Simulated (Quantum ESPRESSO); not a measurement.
# Wannier-interpolated electron–phonon scattering in Mo (Im-3m), part 3 of 5

Wanted: λ, Tc and ρ(T) of Mo (Im-3m) from Quantum ESPRESSO and EPW.

Quantum ESPRESSO 7.5; DFT PBEsol, scalar-relativistic, plane waves, PseudoDojo 0.4.1 norm-conserving pseudopotentials.

So far. Step 3 (Ground state): The Fermi level lies at 21.58 eV and the pressure is -0.012 GPa. Step 4 (Phonons on the coarse mesh): The lowest mode off the zone centre lies at 117 cm⁻¹ and the highest of all solved modes at 278 cm⁻¹, so the solved wavevectors are stable. The acoustic modes at the centre lie within 9.1 cm⁻¹ of zero before the sum rule is imposed.

## (7) Wannier functions and couplings

Projections Mo s, p, d start 9 Wannier functions; states up to 2.5 eV over the Fermi level are frozen, and the projected functions are kept without the localisation step. Hamiltonian, force constants and couplings go to real space.

epw1.in reads:

```
--
 &inputepw
    prefix='x',
    outdir='./tmp',
    dvscf_dir='./save',
    elph=.true.,
    etf_mem=1,
    nbndsub=9,
    bands_skipped='exclude_bands = 1-4',
    use_ws=.true.,
    vme='wannier',
    asr_typ='crystal',
    nk1=8,
    nk2=8,
    nk3=8,
    nq1=4,
    nq2=4,
    nq3=4,
    amass(1)=95.95,
    epwwrite=.true.,
    epwread=.false.,
    wannierize=.true.,
    num_iter=0,
    dis_win_max=61.58,
    dis_froz_max=24.078,
    proj(1)='Mo:s;p;d',
    wdata(1)='dis_num_iter = 600',
    wdata(2)='guiding_centres = .true.',
    wdata(3)='num_print_cycles = 50',
    wdata(4)='dis_mix_ratio = 0.7',
    band_plot=.true.,
    filkf='path.dat',
    filqf='path.dat',
    fsthick=100.0,
    efermi_read=.true.,
    fermi_energy=21.5776,
 /
```

Run with:

```sh
$ OMP_NUM_THREADS=1 mpirun -n 8 epw.x -nk 8 -in epw1.in > epw1.out
```

What it wrote:

```text
[the first part of the log is left out]
     Number of WS vectors for phonons       89
     Number of WS vectors for electron-phonon       89
     Maximum number of cores for efficient parallelization       89
     Inside velocity step 1
     Velocity matrix elements calculated
     Writing Hamiltonian, Dynamical matrix and EP vertex in Wann rep to file
     ===================================================================
     Memory usage:  VmHWM =       275Mb
                   VmPeak =       744Mb
     ===================================================================
     Using q-mesh file: path.dat
     WARNING: q-point weigths do not add up to 1 [loadqmesh_serial]
     Size of q point mesh for interpolation:         73
     Using k-mesh file: path.dat
     WARNING: k-point weigths do not add up to 1 [loadkmesh_para]
     Size of k point mesh for interpolation:         73
     Fermi energy coarse grid =  21.600753 eV
     ===================================================================
     Fermi energy is read from the input file: Ef =  21.577600 eV
     ===================================================================
     Skipping    4 occupied bands:
     The Fermi level will be determined with   6.00000 electrons
              ibndmin =     1  ebndmin =    14.361 eV
              ibndmax =     9  ebndmax =    51.822 eV
     Number of ep-matrix elements per pool :         2430 ~=   18.98 Kb (@ 8 bytes/ DP)
     We only need to compute       73 q-points
     ===================================================================
     Memory usage:  VmHWM =       275Mb
                   VmPeak =       744Mb
     ===================================================================
```

Elapsed: 11 min, on 8 MPI ranks of Arm Neoverse N1, shared host.

Numbers from this step:

```yaml
r_m_s_error_of_the_interpolated_bands_from_2_ev_under_to_1_ev_over_the_fermi_level: 4.9 meV
largest_error_in_that_range: 18.5 meV
lowest_interpolated_frequency_on_the_path: 0 cm⁻¹
```

Electronic bands along the path, in eV, zero at the Fermi level; # counts the bands kept:

```
          point     #1     #2     #3     #4    #5     #6     #7
              Γ  -7.22  -1.28  -1.28  -1.28  1.79   1.79  15.06
        halfway  -3.69  -2.66  -0.52  -0.52  1.02   3.63  15.47
              H  -5.49  -5.49   4.23   4.23  4.23   9.32   9.32
        halfway  -4.39  -3.32  -0.67   0.43  4.62   7.80  11.06
              N  -5.34  -3.38   1.79   1.84  2.48   5.03  12.01
        halfway  -5.23  -2.45  -1.48   1.21  1.26   1.96  15.07
              Γ  -7.22  -1.28  -1.28  -1.28  1.79   1.79  15.06
0.47 of the way  -4.40  -2.63  -2.63   1.76  1.76   2.86  16.12
              P  -2.56  -2.56  -2.56   2.61  2.61   9.86  11.88
0.53 of the way  -3.33  -3.33  -2.47   2.56  2.56  10.70  11.03
              H  -5.49  -5.49   4.23   4.23  4.23   9.32   9.32
```

The same for Wannier interpolation:

```csv
point,#1,#2,#3,#4,#5,#6,#7
Γ,-7.22,-1.28,-1.28,-1.28,1.79,1.79,30.24
H,-5.49,-5.49,4.23,4.23,4.23,10.73,10.73
N,-5.34,-3.38,1.79,1.84,2.48,5.03,12.22
Γ,-7.22,-1.28,-1.28,-1.28,1.79,1.79,30.24
P,-2.56,-2.56,-2.56,2.61,2.61,9.86,11.99
H,-5.49,-5.49,4.23,4.23,4.23,10.73,10.73
```

The first set of electronic bands as a text plot (rows in eV, shown from -7.2 to 8.0 only):

```
    7.7 |           *      *                      *
    7.0 |          *
    6.4 |         *         *                    *
    5.8 |
    5.1 |                    ****               *
    4.5 |        *    ******* *  *
    3.9 |      **   ** *          *            *              ***
    3.2 |     *    *           *                             *
    2.6 |   **    * *   *       ** *              ***********  *
    2.0 |***     * *    **     *************  ****            *
    1.3 | *     * *      *    ***  *****    ***
    0.7 |  *   *          ****   *   *       *               *
    0.1 |   *** **        *   *   *   *     *
   -0.6 |   ** *           * *     *   *
   -1.2 |******                     * ******
   -1.8 |                   *        ***    **     *   **   *
   -2.5 |      *             *      **        *  ** ***  * *
   -3.1 |       *          *  ******           *****  *   **
   -3.7 |      ***        *                    *       ***  *
   -4.4 |     *   **     ****                                *
   -5.0 |    *     **   **   ********         *               **
   -5.6 |   *        ***             *       *                  *
   -6.3 |                             **    *
   -6.9 |***                            ****
         Γ            H         N        Γ           P          H
```

Phonon branches along the path, in cm⁻¹:

```
          point  branch 1  branch 2  branch 3
              Γ         0         0         0
        halfway       149       149       250
              H       200       200       200
        halfway       181       238       246
              N       155       207       278
        halfway       118       138       202
              Γ         0         0         0
0.47 of the way       161       161       202
              P       217       217       217
0.53 of the way       226       233       233
              H       200       200       200
```

The phonon branches as a text plot (rows in cm⁻¹):

```
    272 |        *           *****
    261 |       * *         *     *
    249 |      *   *       *       *
    238 |           *     **                            ****
    226 |                *  **                  ***** **  ***
    214 |     *         *     **               *   *******   **
    203 |            ***        **  *            **            **
    191 |    *     **   ***       *             *
    180 |         *        *       * *        **
    168 |   *    *          **               *
    156 |       *             ****
    145 |      *                  **  *       *
    133 |                           *       *
    122 |     *                     **       *
    110 |  * *                         *
     98 |   *                        **     *
     87 |                             *
     75 | *                            *   *
     64 |  *                           *
     52 |                                  *
     41 |**                             * *
     29 |                               *
     17 |*                              * *
      6 |                                *
         Γ            H         N        Γ           P          H
```

Near the Fermi level the interpolated bands miss those of pw.x by 5 meV r.m.s. and 18 meV at most, each level matched to the nearest interpolated one; the r.m.s. value is under the 60 meV set for going on.

## (8) Coupling and Tc: fine k 20×20×20, q 10×10×10, width 0.15 eV, window 0.61 eV

The couplings are interpolated to a fine mesh near the Fermi level; their sum gives α²F and λ, and the linearised gap equation gives Tc.

a2f-1.in reads:

```
--
 &inputepw
    prefix='x',
    outdir='./tmp',
    dvscf_dir='./save',
    elph=.true.,
    etf_mem=1,
    nbndsub=9,
    bands_skipped='exclude_bands = 1-4',
    use_ws=.true.,
    vme='wannier',
    asr_typ='crystal',
    nk1=8,
    nk2=8,
    nk3=8,
    nq1=4,
    nq2=4,
    nq3=4,
    amass(1)=95.95,
    epwwrite=.false.,
    epwread=.true.,
    wannierize=.false.,
    nkf1=20,
    nkf2=20,
    nkf3=20,
    nqf1=10,
    nqf2=10,
    nqf3=10,
    mp_mesh_k=.true.,
    ephwrite=.true.,
    eliashberg=.true.,
    liso=.true.,
    limag=.true.,
    tc_linear=.true.,
    tc_linear_solver='lapack',
    fsthick=0.61,
    degaussw=0.15,
    degaussq=0.5,
    nqstep=500,
    muc=0.13,
    wscut=0.3,
    nsiter=500,
    nstemp=7,
    temps=0.5 1.0 2.0 4.0 8.0 16.0 32.0,
 /
```

Run with:

```sh
$ OMP_NUM_THREADS=1 mpirun -n 8 epw.x -nk 8 -in a2f-1.in > a2f-1.out
```

What it wrote:

```text
[the first part of the log is left out]
            Electron smearing (eV) =    0.150000000000000D+00
                 Fermi window (eV) =    0.610000000000000D+00
     Finish writing .ephmat files
     ===================================================================
     Memory usage:  VmHWM =        47Mb
                   VmPeak =       523Mb
     ===================================================================
     Finish writing dos file x.dos
     Finish writing phdos files x.phdos and x.phdos_proj
     ===================================================================
     Solve isotropic Eliashberg equations
     ===================================================================
     Finish reading freq file
                  Fermi level (eV) =     2.1718819900E+01
     DOS(states/spin/eV/Unit Cell) =     3.2386044851E-01
            Electron smearing (eV) =     1.5000000000E-01
                 Fermi window (eV) =     6.1000000000E-01
     Nr irreducible k-points within the Fermi shell =        98 out of       256
           2 bands within the Fermi window
     Finish reading egnv file
     Max nr of q-points =       438
     Finish reading ikmap files
     Start reading .ephmat files
     Finish reading .ephmat files
     a2f file is not found to estimate initial gap: calculating a2f files
     Finish reading a2f file
     Electron-phonon coupling strength =    0.4168398
     Estimated Tc using McMillan expression =   0.6757 K for muc =   0.1300
     Estimated Tc using Allen-Dynes modified McMillan expression =   0.6847 K
     Estimated Tc using SISSO machine learning model =   0.7441 K
     Estimated w_log =  23.5117 meV
     Estimated BCS superconducting gap using McMillan Tc =   0.1025 meV
     WARNING WARNING WARNING
     The code may crash since tempsmax =   32.000 K is larger than McMillan Tc =     0.676 K
     Start: Solving (isotropic) linearized Eliashberg equation with solver = lapack
     For the first Temp.    0.50  K
       Total number of frequency points nsiw(     1) =   1108
       Cutoff frequency wscut =     0.3001
     Superconducting transition temp. Tc is the one which has Max. eigenvalue close to 1
      -----------------------------------------------------------------
             Temp.       Max.         nsiw     wscut    Nr. of iters
             (K)       eigenvalue    (itemp)   (eV)      to Converge
      -----------------------------------------------------------------
             0.50      1.2943834     1108      0.3001        1
             1.00      1.0997663      554      0.3002        1
             2.00      0.9065313      277      0.3005        1
             4.00      0.7155536      139      0.3021        1
             8.00      0.5271291       69      0.3010        1
            16.00      0.3448998       35      0.3075        1
            32.00      0.1728384       17      0.3032        1
      -----------------------------------------------------------------
     Finish: Solving (isotropic) linearized Eliashberg equation
```

Elapsed: 3.9 min, on 8 MPI ranks; 31 min of CPU time.

This step gave:

- coupling constant λ: 0.4168
- log mean phonon energy ħω_log: 23.51 meV
- density of states at the Fermi level: 0.3239 states/eV a spin and cell
- Fermi level on the fine mesh: 21.72 eV

The a2F has structure finer than the step of the table below, so its rows give means over 1 meV, whole bins alone (the curve runs from 0.076 to 37.7 meV). Peaks (meV: height): 20.4: 0.474, 22.5: 0.447, 24.0: 0.419, 25.6: 0.473, 27.7: 0.331, 31.0: 0.439, 32.5: 0.374.

The a2F by phonon energy; means over each step:

phonon energy (meV), a2F and a bar:
```
        5      0.000 
        6      0.003 
        7      0.008 #
        8      0.002 
        9      0.004 
       10      0.001 
       11      0.011 #
       12      0.020 ##
       13      0.013 #
       14      0.023 ##
       15      0.010 #
       16      0.069 #####
       17      0.122 ##########
       18      0.160 ############
       19      0.173 #############
       20      0.313 ########################
       21      0.313 ########################
       22      0.316 #########################
       23      0.354 ###########################
       24      0.377 #############################
       25      0.376 #############################
       26      0.350 ###########################
       27      0.212 ################
       28      0.305 ########################
       29      0.266 #####################
       30      0.271 #####################
       31      0.386 ##############################
       32      0.320 #########################
       33      0.214 #################
       34      0.038 ###
       35      0.007 #
       36      0.000 
       37      0.000
```

λ = 0.417 and ħω_log = 23.5 meV. The eigenvalue passes 1 near 1.4 K.

## (9) Resistivity: fine k 24×24×24, q 12×12×12, adaptive width, window 0.32 eV

The Boltzmann equation is solved by iteration on a fine mesh; only states within the window around the Fermi level enter.

bte-1.in reads:

```
--
 &inputepw
    prefix='x',
    outdir='./tmp',
    dvscf_dir='./save',
    elph=.true.,
    etf_mem=1,
    nbndsub=9,
    bands_skipped='exclude_bands = 1-4',
    use_ws=.true.,
    vme='wannier',
    asr_typ='crystal',
    nk1=8,
    nk2=8,
    nk3=8,
    nq1=4,
    nq2=4,
    nq3=4,
    amass(1)=95.95,
    epwwrite=.false.,
    epwread=.true.,
    wannierize=.false.,
    nkf1=24,
    nkf2=24,
    nkf3=24,
    nqf1=12,
    nqf2=12,
    nqf3=12,
    mp_mesh_k=.true.,
    scattering=.true.,
    iterative_bte=.true.,
    epmatkqread=.false.,
    assume_metal=.true.,
    int_mob=.false.,
    carrier=.false.,
    ngaussw=-99,
    mob_maxiter=200,
    broyden_beta=0.7,
    fsthick=0.32,
    degaussw=0.0,
    nstemp=6,
    temps=150 200 273 300 400 500,
    restart=.false.,
    selecqread=.false.,
 /
```

Run with:

```sh
$ OMP_NUM_THREADS=1 mpirun -n 8 epw.x -nk 8 -in bte-1.in > bte-1.out
```

What it wrote:

```text
[the first part of the log is left out]
     =============================================================================================
     Start solving iterative Boltzmann Transport Equation
     =============================================================================================
     Iteration number:         1
     =============================================================================================
       Temp     Fermi        DOS        Population SR                 Conductivity
        [K]      [eV]    [states/Ry] [carriers per cell]               [Ohm.cm]^-1
     =============================================================================================
      150.000  21.7532   0.67550E+00  -0.14114E-13    0.400632E+06    0.295874E-12   -0.675583E-11
                                      -0.63144E-14   -0.128212E-11    0.400632E+06    0.187387E-11
                                       0.12462E-13   -0.138075E-11    0.788998E-12    0.400632E+06
      200.000  21.7522   0.25121E+00   0.74383E-14    0.310457E+06   -0.175059E-11   -0.293414E-11
                                      -0.92149E-14   -0.567092E-12    0.310457E+06   -0.113418E-11
                                       0.13656E-13    0.739430E-13    0.197249E-12    0.310457E+06
      273.000  21.7510   0.79217E-01  -0.48295E-14    0.217122E+06   -0.212053E-11   -0.542532E-12
                                       0.12157E-13   -0.148033E-12    0.217122E+06   -0.123271E-11
                                      -0.41087E-14    0.133134E-11    0.345283E-12    0.217122E+06
      300.000  21.7505   0.53135E-01  -0.53295E-14    0.192894E+06   -0.912279E-12    0.369650E-12
                                       0.57736E-14    0.567092E-12    0.192894E+06    0.135609E-11
                                       0.25526E-14    0.616404E-12    0.369843E-12    0.192894E+06
      400.000  21.7484   0.55308E-01  -0.23315E-14    0.133558E+06   -0.295778E-12   -0.591845E-12
                                       0.32196E-14    0.197346E-12    0.133558E+06    0.985284E-13
                                       0.36637E-14   -0.986152E-12    0.394403E-12    0.133558E+06
      500.000  21.7455   0.74412E+00   0.10534E-14    0.101386E+06    0.628733E-12    0.949263E-12
                                       0.31646E-14   -0.505452E-12    0.101386E+06   -0.104789E-11
                                       0.26654E-14    0.382171E-12   -0.406827E-12    0.101386E+06
                                                      0.400632E+06    Max error
     [...]
     Iteration number:        25
     =============================================================================================
       Temp     Fermi        DOS        Population SR                 Conductivity
        [K]      [eV]    [states/Ry] [carriers per cell]               [Ohm.cm]^-1
     =============================================================================================
      150.000  21.7532   0.67550E+00  -0.18249E-13    0.407485E+06    0.167046E-11   -0.104176E-11
                                       0.66197E-14   -0.166737E-11    0.407485E+06    0.197866E-11
                                      -0.18707E-13   -0.344263E-11    0.383712E-11    0.407485E+06
      200.000  21.7522   0.25121E+00   0.11101E-14    0.316162E+06   -0.179990E-11    0.813604E-12
                                       0.73275E-14    0.184921E-11    0.316162E+06    0.276149E-11
                                       0.94369E-15    0.115881E-11   -0.256424E-11    0.316162E+06
      273.000  21.7510   0.79217E-01  -0.60503E-14    0.221485E+06   -0.838214E-12   -0.187397E-11
                                      -0.37197E-14    0.443908E-12    0.221485E+06    0.133134E-11
                                       0.89928E-14   -0.167652E-11    0.295778E-12    0.221485E+06
      300.000  21.7505   0.53135E-01   0.23315E-14    0.196865E+06   -0.101081E-11    0.517683E-12
                                       0.75495E-14    0.665813E-12    0.196865E+06   -0.135619E-11
                                      -0.11094E-14    0.172689E-12   -0.172690E-12    0.196865E+06
      400.000  21.7484   0.55308E-01   0.31088E-14    0.136445E+06   -0.986247E-13    0.985284E-13
                                       0.11100E-14    0.345187E-12    0.136445E+06   -0.197249E-12
                                       0.39964E-14   -0.591749E-12   -0.986247E-13    0.136445E+06
      500.000  21.7455   0.74412E+00  -0.17208E-14    0.103589E+06   -0.271170E-12    0.246081E-13
                                       0.18319E-14    0.172641E-12    0.103589E+06    0.468419E-12
                                       0.18874E-14   -0.320579E-12    0.246514E-12    0.103589E+06
                                                      0.475906E-06    Max error
```

Wall time 5.2 min (8 MPI ranks); 42 min of CPU time.

This step gave:

* iterations: 25
* resistivity at 300 K: 5.080 μΩ cm

Resistivity, by row:

```csv
T (K),rho_xx (μΩ cm),rho_yy,rho_zz,"relaxation-time approximation, mean of the axes (μΩ cm)"
150,2.454,2.454,2.454,2.553
200,3.163,3.163,3.163,3.29
273,4.515,4.515,4.515,4.688
300,5.08,5.08,5.08,5.271
400,7.329,7.329,7.329,7.589
500,9.653,9.653,9.653,9.989
```

ρ(300 K) = 5.08 μΩ cm; the relaxation-time start gave 5.27. One mesh does not show convergence. The largest adaptive width printed is 0.70 eV, against a window of 0.32 eV outside which no state is counted.

[end of part 3 of 5]

[The logs of pw.x and epw.x are selected lines.]

[Logs are printed without paths, hosts, clocks, repeated set-up lines and the standing remarks that a program may print on its own settings, such as how far it seeks lower states.]

[Hosts, paths, dates, database ids (printed as entryN), source tags and the programs' standing remarks are cut or masked in the printed files.]
